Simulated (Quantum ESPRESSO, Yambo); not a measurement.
# MgH2 (P4_2/mnm): G0W0 in Yambo against the bands, part 2 of 2

Aim: move the bands of a G0W0 run on MgH2 (P4_2/mnm) over a wide range.

Yambo 5.3.0; PBE and many-body steps on it, plane waves. Known limits of the many-body steps: not at the basis limit; coarse k mesh.

So far. Step 4 (112 bands): Against the run before, the gap moves by +0.054 eV.

## (5) 195 bands

Level of this step: G0W0 on PBE, plane waves, norm-conserving pseudopotentials (Yambo).

Input file gw4.in:

```
HF_and_locXC
gw0
dyson
ppa
em1d
rim_cut
RandQpts= 1000000
RandGvec= 1 RL
EXXRLvcs= 76 Ry
VXCRLvcs= 304 Ry
Chimod= "HARTREE"
% BndsRnXp
 1 | 195 |
%
NGsBlkXp= 12 Ry
% LongDrXp
 1 | 1 | 1 |
%
% GbndRnge
 1 | 195 |
%
DysSolver= "n"
ExtendOut
PPAPntXp= 27.21138 eV
% QPkrange
 4 | 4 | 11 | 14 |
 18 | 18 | 11 | 14 |
 21 | 21 | 11 | 14 |
 1 | 1 | 11 | 14 |
%
```

Command:

```console
OMP_NUM_THREADS=2 mpirun -n 4 yambo -F gw4.in -J gw4 -C gw4 > gw4.log
```

What it wrote:

```text
 Yambo, version 5.3.0

 [02] CORE Variables Setup
 =========================

  [... cell, symmetries and grids as in the set-up ...]

  [02.05] Energies & Occupations
  ==============================

  [X] === General ===
  [X] Electronic Temperature                        :  0.000000  0.000000 [eV K]
  [X] Bosonic    Temperature                        :  0.000000  0.000000 [eV K]
  [X] Finite Temperature mode                       : no
  [X] El. density                                   :  0.38947E+24 [cm-3]
[...]
QP @ state[ 3 ] b range                          :  11  14
   QP @ state[ 4 ] K range                          :  21  21
   QP @ state[ 4 ] b range                          :  11  14
   GF energies kind                                 : Perdew, Burke & Ernzerhof(X)+Perdew, Burke & Ernzerhof(C)
   GF WF`s kind                                     : Perdew, Burke & Ernzerhof(X)+Perdew, Burke & Ernzerhof(C)
   Xs energies kind                                 : Perdew, Burke & Ernzerhof(X)+Perdew, Burke & Ernzerhof(C)
   Xs WF`s kind                                     : Perdew, Burke & Ernzerhof(X)+Perdew, Burke & Ernzerhof(C)

 [11] Game Over & Game summary
```

It took 5 min on 4 MPI ranks of AMD EPYC 7R43, shared host; peak memory 2.5 GiB; 35 min of CPU time.

Numbers from this step:

| Item | Value |
| --- | --- |
| G0W0 gap on the mesh | 5.961 eV |
| starting gap on the mesh | 3.895 eV |
| k of the valence top | 0, 0.25, 0 |
| k of the conduction bottom | -0.5, -0.5, -0.5 |
| least direct G0W0 gap on the computed points | 6.765 eV |

Against the run before, the gap moves by +0.045 eV.

## (6) 295 bands

gw5.in, as its differences from gw4.in of step 5:

```diff
@@ -12,3 +12,3 @@
 % BndsRnXp
- 1 | 195 |
+ 1 | 295 |
 %
@@ -19,3 +19,3 @@
 % GbndRnge
- 1 | 195 |
+ 1 | 295 |
 %
```

Command:

```console
OMP_NUM_THREADS=2 mpirun -n 4 yambo -F gw5.in -J gw5 -C gw5 > gw5.log
```

What it wrote:

```text
 Yambo, version 5.3.0

 [02] CORE Variables Setup
 =========================

  [... cell, symmetries and grids as in the set-up ...]

  [02.05] Energies & Occupations
  ==============================

  [X] === General ===
  [X] Electronic Temperature                        :  0.000000  0.000000 [eV K]
  [X] Bosonic    Temperature                        :  0.000000  0.000000 [eV K]
  [X] Finite Temperature mode                       : no
  [X] El. density                                   :  0.38947E+24 [cm-3]
[...]
QP @ state[ 3 ] b range                          :  11  14
   QP @ state[ 4 ] K range                          :  21  21
   QP @ state[ 4 ] b range                          :  11  14
   GF energies kind                                 : Perdew, Burke & Ernzerhof(X)+Perdew, Burke & Ernzerhof(C)
   GF WF`s kind                                     : Perdew, Burke & Ernzerhof(X)+Perdew, Burke & Ernzerhof(C)
   Xs energies kind                                 : Perdew, Burke & Ernzerhof(X)+Perdew, Burke & Ernzerhof(C)
   Xs WF`s kind                                     : Perdew, Burke & Ernzerhof(X)+Perdew, Burke & Ernzerhof(C)

 [11] Game Over & Game summary
```

The job ended after 7.2 min (4 MPI ranks; peak memory 3.3 GiB).

This step gave:

* G0W0 gap on the mesh: 5.972 eV
* starting gap on the mesh: 3.895 eV
* k of the valence top: 0, 0.25, 0
* k of the conduction bottom: -0.5, -0.5, -0.5
* least direct G0W0 gap on the computed points: 6.771 eV

Against the run before, the gap moves by +0.011 eV.

## (7) 407 bands

gw6.in, as its differences from gw5.in of step 6:

```diff
@@ -12,3 +12,3 @@
 % BndsRnXp
- 1 | 295 |
+ 1 | 407 |
 %
@@ -19,3 +19,3 @@
 % GbndRnge
- 1 | 295 |
+ 1 | 407 |
 %
```

Command:

```console
OMP_NUM_THREADS=2 mpirun -n 4 yambo -F gw6.in -J gw6 -C gw6 > gw6.log
```

What it wrote:

```text
 Yambo, version 5.3.0

 [02] CORE Variables Setup
 =========================

  [... cell, symmetries and grids as in the set-up ...]

  [02.05] Energies & Occupations
  ==============================

  [X] === General ===
  [X] Electronic Temperature                        :  0.000000  0.000000 [eV K]
  [X] Bosonic    Temperature                        :  0.000000  0.000000 [eV K]
  [X] Finite Temperature mode                       : no
  [X] El. density                                   :  0.38947E+24 [cm-3]
[...]
QP @ state[ 3 ] b range                          :  11  14
   QP @ state[ 4 ] K range                          :  21  21
   QP @ state[ 4 ] b range                          :  11  14
   GF energies kind                                 : Perdew, Burke & Ernzerhof(X)+Perdew, Burke & Ernzerhof(C)
   GF WF`s kind                                     : Perdew, Burke & Ernzerhof(X)+Perdew, Burke & Ernzerhof(C)
   Xs energies kind                                 : Perdew, Burke & Ernzerhof(X)+Perdew, Burke & Ernzerhof(C)
   Xs WF`s kind                                     : Perdew, Burke & Ernzerhof(X)+Perdew, Burke & Ernzerhof(C)

 [11] Game Over & Game summary
```

It took 9.6 min on 4 MPI ranks; peak memory 4.1 GiB.

Numbers from this step:

```
G0W0 gap on the mesh                         : 5.973 eV
starting gap on the mesh                     : 3.895 eV
k of the valence top                         : 0, 0.25, 0
k of the conduction bottom                   : -0.5, -0.5, -0.5
least direct G0W0 gap on the computed points : 6.770 eV
```

Against the run before, the gap moves by +0.001 eV.

## (8) Side by side

Times are wall times on 4 MPI ranks of AMD EPYC 7R43, shared host, good to a factor of about two.

```csv
run,mesh,bands,screening cutoff (eV),DFT gap (eV),gap on the mesh (eV),direct (eV),time
34 bands,4×4×4,34,163.3,3.895,5.834,6.668,45 s
61 bands,4×4×4,61,163.3,3.895,5.862,6.691,91 s
112 bands,4×4×4,112,163.3,3.895,5.915,6.736,2.7 min
195 bands,4×4×4,195,163.3,3.895,5.961,6.765,5 min
295 bands,4×4×4,295,163.3,3.895,5.972,6.771,7.2 min
407 bands,4×4×4,407,163.3,3.895,5.973,6.770,9.6 min
```

## (9) Results

| Item | Value |
| --- | --- |
| 34 bands | 5.834 eV |
| 61 bands | 5.862 eV |
| 112 bands | 5.915 eV |
| 195 bands | 5.961 eV |
| 295 bands | 5.972 eV |
| 407 bands | 5.973 eV |
| known limits | not at the basis limit; coarse k mesh |

What this shows: The setting moved: bands. From 34 bands to 407 bands the gap moves by +0.14 eV, for 13 times the time. It holds to 0.03 eV from 195 bands on. Bands and screening cutoff are coupled, so a series along one setting does not show full convergence. Bands and cutoff are finite, so the gap is not at the basis limit. The miss can reach some tenths of an eV and take either sign; the mesh is an error of its own. A denser mesh or path gives a starting gap of 3.76 eV: the GW mesh misses a band edge, so its gaps are not the fundamental one. The 4×4×4 mesh is coarse for this cell, which bears on the long-range parts of exchange and screening.

[Paths, hosts, dates, memory and timing lines, banners, echoed tables and standing remarks are left out of the program output.]

[Logs are printed without paths, hosts, clocks, repeated set-up lines and the standing remarks that a program may print on its own settings, such as how far it seeks lower states.]

[Runs of the session that timed out or met a known fault of the program may be left out.]

[Hosts, paths, dates, database ids (printed as entryN), source tags and the programs' standing remarks are cut or masked in the printed files.]
